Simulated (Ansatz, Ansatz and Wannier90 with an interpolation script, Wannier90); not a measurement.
# From a coarse GW mesh to bands everywhere: BaSrMgWO6 (F-43m), part 2 of 3

Wanted: quasiparticle gap and band widths of BaSrMgWO6 (F-43m) over the whole zone.

Ansatz 0.2.0; LDA, Wannier functions and G0W0, plane waves, PAW. Known limits of the many-body steps: not at the basis limit; no spin-orbit coupling.

So far. Step 2 (LDA bands): The gap is indirect, with the least direct gap 0.06 eV higher. The pressure of -13 GPa says that this functional would shrink the cell; it is kept.

**4. Wannier functions by Wannier90 (O:2p W:5d) on 8×8×8**

Localised functions give a small Hamiltonian that interpolates between mesh points at no cost.

This step: maximally localised Wannier functions from the overlaps of LDA states (plane waves, PAW).

Contents of w.win:

```
num_iter = 1200
conv_tol = 1.0e-8
conv_window = 5
dis_num_iter = 4000
dis_conv_tol = 1.0e-8
dis_mix_ratio = 0.7
write_hr = true
use_ws_distance = false
num_print_cycles = 50
! ansatz wannier90 interface
! projections by site (counted from 0) and shell: 4 2P, 5 2P, 6 2P, 7 2P, 8 2P, 9 2P, 3 5D
! states of the run's bands (counted from 1): 1-56
num_bands = 56
num_wann  = 23
dis_win_min = 3.24
dis_win_max = 17.86
dis_froz_min = 3.24
dis_froz_max = 13.65
guiding_centres = true

begin unit_cell_cart
Ang
                      0.0                 4.068012                 4.068012
                 4.068012                      0.0                 4.068012
                 4.068012                 4.068012                      0.0
end unit_cell_cart

begin atoms_frac
Ba                      0.25                     0.25                     0.25
Sr                      0.75                     0.75                     0.75
Mg                       0.5                      0.5                      0.5
W                        0.0                      0.0                      0.0
O                   0.240848                 0.759152                 0.240848
O                   0.240848                 0.240848                 0.759152
O                   0.759152                 0.240848                 0.240848
O                   0.759152                 0.240848                 0.759152
O                   0.759152                 0.759152                 0.240848
O                   0.240848                 0.759152                 0.759152
end atoms_frac

mp_grid = 8 8 8

[... the mesh's points ...]
```

Started as:

```
$ OMP_NUM_THREADS=1 mpirun -n 4 wannier90.x w > wannier90.x.log
```

The program printed:

```text
TEM
                                    ------

                              Lattice Vectors (Ang)
                    a_1     0.000000   4.068012   4.068012
                    a_2     4.068012   0.000000   4.068012
                    a_3     4.068012   4.068012   0.000000

                   Unit Cell Volume:     134.64080  (Ang^3)

                        Reciprocal-Space Vectors (Ang^-1)
                    b_1    -0.772267   0.772267   0.772267
                    b_2     0.772267  -0.772267   0.772267
                    b_3     0.772267   0.772267  -0.772267

 *----------------------------------------------------------------------------*
 |   Site       Fractional Coordinate          Cartesian Coordinate (Ang)     |
 +----------------------------------------------------------------------------+
 | ba   1   0.25000   0.25000   0.25000   |    2.03401   2.03401   2.03401    |
 | sr   1   0.75000   0.75000   0.75000   |    6.10202   6.10202   6.10202    |
 | mg   1   0.50000   0.50000   0.50000   |    4.06801   4.06801   4.06801    |
 | w    1   0.00000   0.00000   0.00000   |    0.00000   0.00000   0.00000    |
 | o    1   0.24085   0.75915   0.24085   |    4.06801   1.95955   4.06801    |
 | o    2   0.24085   0.24085   0.75915   |    4.06801   4.06801   1.95955    |
 | o    3   0.75915   0.24085   0.24085   |    1.95955   4.06801   4.06801    |
 | o    4   0.75915   0.24085   0.75915   |    4.06801   6.17648   4.06801    |
 | o    5   0.75915   0.75915   0.24085   |    4.06801   4.06801   6.17648    |
 | o    6   0.24085   0.75915   0.75915   |    6.17648   4.06801   4.06801    |
 *----------------------------------------------------------------------------*
                                ------------
                                K-POINT GRID
                                ------------

             Grid size =  8 x  8 x  8      Total points =  512

 *---------------------------------- MAIN ------------------------------------*
 |  Number of Wannier Functions               :                23             |
 |  Number of Objective Wannier Functions     :                23             |
 |  Number of input Bloch states              :                56             |
 |  Output verbosity (1=low, 5=high)          :                 1             |
 |  Timing Level (1=low, 5=high)              :                 1             |
 |  Optimisation (0=memory, 3=speed)          :                 3             |
 |  Length Unit                               :               Ang             |
 |  Post-processing setup (write *.nnkp)      :                 F             |
 |  Using Gamma-only branch of algorithms     :                 F             |
 *----------------------------------------------------------------------------*
 *------------------------------- WANNIERISE ---------------------------------*
 |  Total number of iterations                :              1200             |
 |  Number of CG steps before reset           :                 5             |
 |  Trial step length for line search         :             2.000             |
 |  Convergence tolerence                     :         0.100E-07             |
 |  Convergence window                        :                 5             |
 |  Iterations between writing output         :                50             |
 |  Iterations between backing up to disk     :               100             |
 |  Write r^2_nm to file                      :                 F             |
 |  Write xyz WF centres to file              :                 F             |
 |  Write on-site energies <0n|H|0n> to file  :                 F             |
 |  Use guiding centre to control phases      :                 T             |
 |  Use phases for initial projections        :                 F             |
 |  Iterations before starting guiding centres:                 0             |
 |  Iterations between using guiding centres  :                 1             |
 *----------------------------------------------------------------------------*
 *------------------------------- DISENTANGLE --------------------------------*
 |  Using band disentanglement                :                 T             |
 |  Total number of iterations                :              4000             |
 |  Mixing ratio                              :             0.700             |
 |  Convergence tolerence                     :         1.000E-08             |
 |  Convergence window                        :                 3             |
 *----------------------------------------------------------------------------*
 *-------------------------------- PLOTTING ----------------------------------*
 |  Plotting Hamiltonian in WF basis          :                 T             |
 *----------------------------------------------------------------------------*

 *---------------------------------- K-MESH ----------------------------------*
 +----------------------------------------------------------------------------+
 |                    Distance to Nearest-Neighbour Shells                    |
 |                    ------------------------------------                    |
 |          Shell             Distance (Ang^-1)          Multiplicity         |
 |          -----             -----------------          ------------         |
[...]
|                              Energy  Windows                               |
 |                              ---------------                               |
 |                   Outer:    3.24000  to   17.86000  (eV)                   |
 |                   Inner:    3.24000  to   13.65000  (eV)                   |
 +----------------------------------------------------------------------------+
   Number of target bands to extract:   23

                   Unitarised projection of Wannier functions
                   ------------------------------------------
   A_mn = <psi_m|g_n> --> S = A.A^+ --> U = S^-1/2.A
   In dis_project... done
   Using an inner window (linner = T)
   In dis_proj_froz... done

                   Extraction of optimally-connected subspace
                   ------------------------------------------
 +---------------------------------------------------------------------+<-- DIS
 |  Iter     Omega_I(i-1)      Omega_I(i)      Delta (frac.)    Time   |<-- DIS
 +---------------------------------------------------------------------+<-- DIS
       1      29.59104567      29.48137854       3.720E-03      0.00    <-- DIS
       2      29.50470743      29.44153301       2.146E-03      0.06    <-- DIS
       3      29.45513997      29.41720890       1.289E-03      0.12    <-- DIS
      50      29.31999145      29.31984298       5.064E-06      2.94    <-- DIS
     100      29.31855530      29.31854509       3.481E-07      5.94    <-- DIS
     150      29.31851123      29.31850970       5.218E-08      8.93    <-- DIS
     200      29.31850889      29.31850862       9.213E-09     11.93    <-- DIS

             <<<      Delta < 1.000E-08  over  3 iterations     >>>
             <<< Disentanglement convergence criteria satisfied >>>

        Final Omega_I    29.31850862 (Ang^2)

 +----------------------------------------------------------------------------+

 Writing checkpoint file w.chk... done

 *------------------------------- WANNIERISE ---------------------------------*
 +--------------------------------------------------------------------+<-- CONV
 | Iter  Delta Spread     RMS Gradient      Spread (Ang^2)      Time  |<-- CONV
 +--------------------------------------------------------------------+<-- CONV

 ------------------------------------------------------------------------------
 Initial State
  WF centre and spread    1  (  4.068012,  1.957206,  4.068012 )     1.24182369
  WF centre and spread    2  (  4.068012,  1.957206,  4.068012 )     1.24182369
  WF centre and spread    3  (  4.068012,  2.048642,  4.068012 )     1.06707949
  WF centre and spread    4  (  4.068012,  4.068012,  2.048642 )     1.06707949
  WF centre and spread    5  (  4.068012,  4.068012,  1.957206 )     1.24182369
  WF centre and spread    6  (  4.068012,  4.068012,  1.957206 )     1.24182369
  WF centre and spread    7  (  1.957206,  4.068012,  4.068012 )     1.24182369
  WF centre and spread    8  (  2.048642,  4.068012,  4.068012 )     1.06707949
  WF centre and spread    9  (  1.957206,  4.068012,  4.068012 )     1.24182369
  WF centre and spread   10  (  4.068012,  6.178818,  4.068012 )     1.24182369
[...]
Sum of centres and spreads ( 73.224216, 73.224216, 73.224216 )    30.31825290

      0     0.303E+02     0.0000000000       30.3182529044      12.16  <-- CONV
        O_D=      0.0030871 O_OD=      0.9966572 O_TOT=     30.3182529 <-- SPRD
 ------------------------------------------------------------------------------
 Cycle:      1
[...]
Sum of centres and spreads ( 73.224216, 73.224216, 73.224216 )    30.25684699

      1    -0.614E-01     0.1938542648       30.2568469853      12.25  <-- CONV
        O_D=      0.0024455 O_OD=      0.9358929 O_TOT=     30.2568470 <-- SPRD
 Delta: O_D= -0.6415730E-03 O_OD= -0.6076435E-01 O_TOT= -0.6140592E-01 <-- DLTA
 ------------------------------------------------------------------------------
 Cycle:     50
[...]
Sum of centres and spreads ( 73.224216, 73.224216, 73.224216 )    29.99269118

     50    -0.213E-05     0.0012972542       29.9926911847      15.81  <-- CONV
        O_D=      0.0016525 O_OD=      0.6725301 O_TOT=     29.9926912 <-- SPRD
 Delta: O_D= -0.1386328E-06 O_OD= -0.1992734E-05 O_TOT= -0.2131367E-05 <-- DLTA
 ------------------------------------------------------------------------------

             <<<     Delta < 1.000E-08  over  5 iterations     >>>
             <<< Wannierisation convergence criteria satisfied >>>

 Final State
[...]
WF centre and spread   19  ( -0.000000, -0.000000,  0.000000 )     2.28210286
  WF centre and spread   20  ( -0.000000,  0.000000,  0.000000 )     1.53814132
  WF centre and spread   21  ( -0.000000, -0.000000, -0.000000 )     1.53814132
  WF centre and spread   22  ( -0.000000,  0.000000, -0.000000 )     2.28207754
  WF centre and spread   23  ( -0.000000,  0.000000,  0.000000 )     1.53814177
  Sum of centres and spreads ( 73.224216, 73.224216, 73.224216 )    29.99268172

         Spreads (Ang^2)       Omega I      =    29.318508623
        ================       Omega D      =     0.001650943
                               Omega OD     =     0.672522152
    Final Spread (Ang^2)       Omega Total  =    29.992681718
 ------------------------------------------------------------------------------

 Writing checkpoint file w.chk... done

 *---------------------------------------------------------------------------*
 |                               PLOTTING                                    |
 *---------------------------------------------------------------------------*

 *===========================================================================*
 |                             TIMING INFORMATION                            |
 *===========================================================================*
 |    Tag                                                Ncalls      Time (s)|
 |---------------------------------------------------------------------------|
 |kmesh: get                                        :         1         0.113|
 |overlap: read                                     :         1         7.097|
 |dis: main                                         :         1        12.348|
 |wann: main                                        :         1         6.072|
 |plot: main                                        :         1         0.457|
 *---------------------------------------------------------------------------*
 All done: wannier90 exiting
```

The job ended after 28 s (4 MPI ranks of Arm Neoverse V2, shared host).

Numbers from this step:

```yaml
gauge_invariant_spread: 29.32 Å²
diagonal_spread: 0.001651 Å²
off_diagonal_spread: 0.6725 Å²
total_spread: 29.99 Å²
disentanglement_steps: 200
r_m_s_interpolation_error: 1.24e-4 eV
r_m_s_error_near_the_gap: 1.31e-4 eV
```

Near the gap the model misses directly solved bands by 0.1 meV r.m.s. and by 1 meV at most in the window tested. This tests the starting bands, not the corrections carried with them.

Wannier functions, by row:

```csv
function,x (Å),y (Å),z (Å),spread (Å²),nearest atom,distance (Å)
1,4.068,1.962,4.068,1.21,O5,0.002
2,4.068,1.962,4.068,1.21,O5,0.002
3,4.068,2.05,4.068,1.048,O5,0.09
4,4.068,4.068,2.05,1.048,O6,0.09
5,4.068,4.068,1.962,1.21,O6,0.002
6,4.068,4.068,1.962,1.21,O6,0.002
7,1.962,4.068,4.068,1.21,O7,0.002
8,2.05,4.068,4.068,1.048,O7,0.09
9,1.962,4.068,4.068,1.21,O7,0.002
10,4.068,6.174,4.068,1.21,O8,0.002
11,4.068,6.174,4.068,1.21,O8,0.002
12,4.068,6.086,4.068,1.048,O8,0.09
13,4.068,4.068,6.086,1.048,O9,0.09
14,4.068,4.068,6.174,1.21,O9,0.002
15,4.068,4.068,6.174,1.21,O9,0.002
16,6.174,4.068,4.068,1.21,O10,0.002
17,6.086,4.068,4.068,1.048,O10,0.09
18,6.174,4.068,4.068,1.21,O10,0.002
19,0,0,0,2.282,W4,0
20,0,0,0,1.538,W4,0
21,0,0,0,1.538,W4,0
22,0,0,0,2.282,W4,0
23,0,0,0,1.538,W4,0
```

Frozen up to 4.94 eV; above it the model need not follow the bands. The electronic bands at the labelled points (eV, zero at the valence-band top):

```csv
point,band 37,band 38,band 39,band 40,band 41,band 42,band 43,band 44
Γ,-0.40,0.00,0.00,0.00,2.84,2.84,2.84,8.62
halfway,-0.73,-0.41,-0.41,-0.03,2.73,3.35,3.35,7.60
X,-1.07,-0.79,-0.79,-0.06,2.64,3.76,3.76,6.44
halfway,-1.03,-0.95,-0.79,-0.11,2.73,3.71,3.72,6.58
U,-0.89,-0.89,-0.77,-0.24,2.91,3.57,3.63,6.92
jump to K,-0.89,-0.89,-0.77,-0.24,2.91,3.57,3.63,6.92
halfway,-0.59,-0.43,-0.35,-0.22,3.04,3.17,3.18,8.15
Γ,-0.40,0.00,0.00,0.00,2.84,2.84,2.84,8.62
halfway,-0.53,-0.29,-0.29,-0.16,2.99,3.08,3.08,8.34
L,-0.70,-0.56,-0.56,-0.40,3.11,3.23,3.23,8.10
halfway,-0.82,-0.75,-0.53,-0.43,3.17,3.22,3.51,7.48
W,-1.21,-1.03,-0.49,-0.41,3.19,3.21,3.76,6.99
halfway,-0.97,-0.91,-0.87,-0.16,2.81,3.59,3.76,6.69
X,-1.07,-0.79,-0.79,-0.06,2.64,3.76,3.76,6.44
```

The same for Kohn-Sham, solved directly:

```csv
point,band 37,band 38,band 39,band 40,band 41,band 42,band 43,band 44
Γ,-0.40,0.00,0.00,0.00,2.84,2.84,2.84,5.00
X,-1.07,-0.79,-0.79,-0.06,2.64,3.76,3.76,6.20
U,-0.89,-0.89,-0.77,-0.24,2.91,3.57,3.63,6.57
K,-0.89,-0.89,-0.77,-0.24,2.91,3.57,3.63,6.57
Γ,-0.40,0.00,0.00,0.00,2.84,2.84,2.84,5.00
L,-0.70,-0.56,-0.56,-0.40,3.11,3.23,3.23,6.87
W,-1.21,-1.03,-0.49,-0.41,3.19,3.21,3.76,6.66
X,-1.07,-0.79,-0.79,-0.06,2.64,3.76,3.76,6.20
```

[end of part 2 of 3]

[Paths, hosts, dates, memory and timing lines, banners, echoed tables and standing remarks are left out of the program output.]

[Logs are printed without paths, hosts, clocks, repeated set-up lines and the standing remarks that a program may print on its own settings, such as how far it seeks lower states.]

[Runs of the session that timed out or met a known fault of the program may be left out.]

[Hosts, paths, dates, database ids (printed as entryN), source tags and the programs' standing remarks are cut or masked in the printed files.]
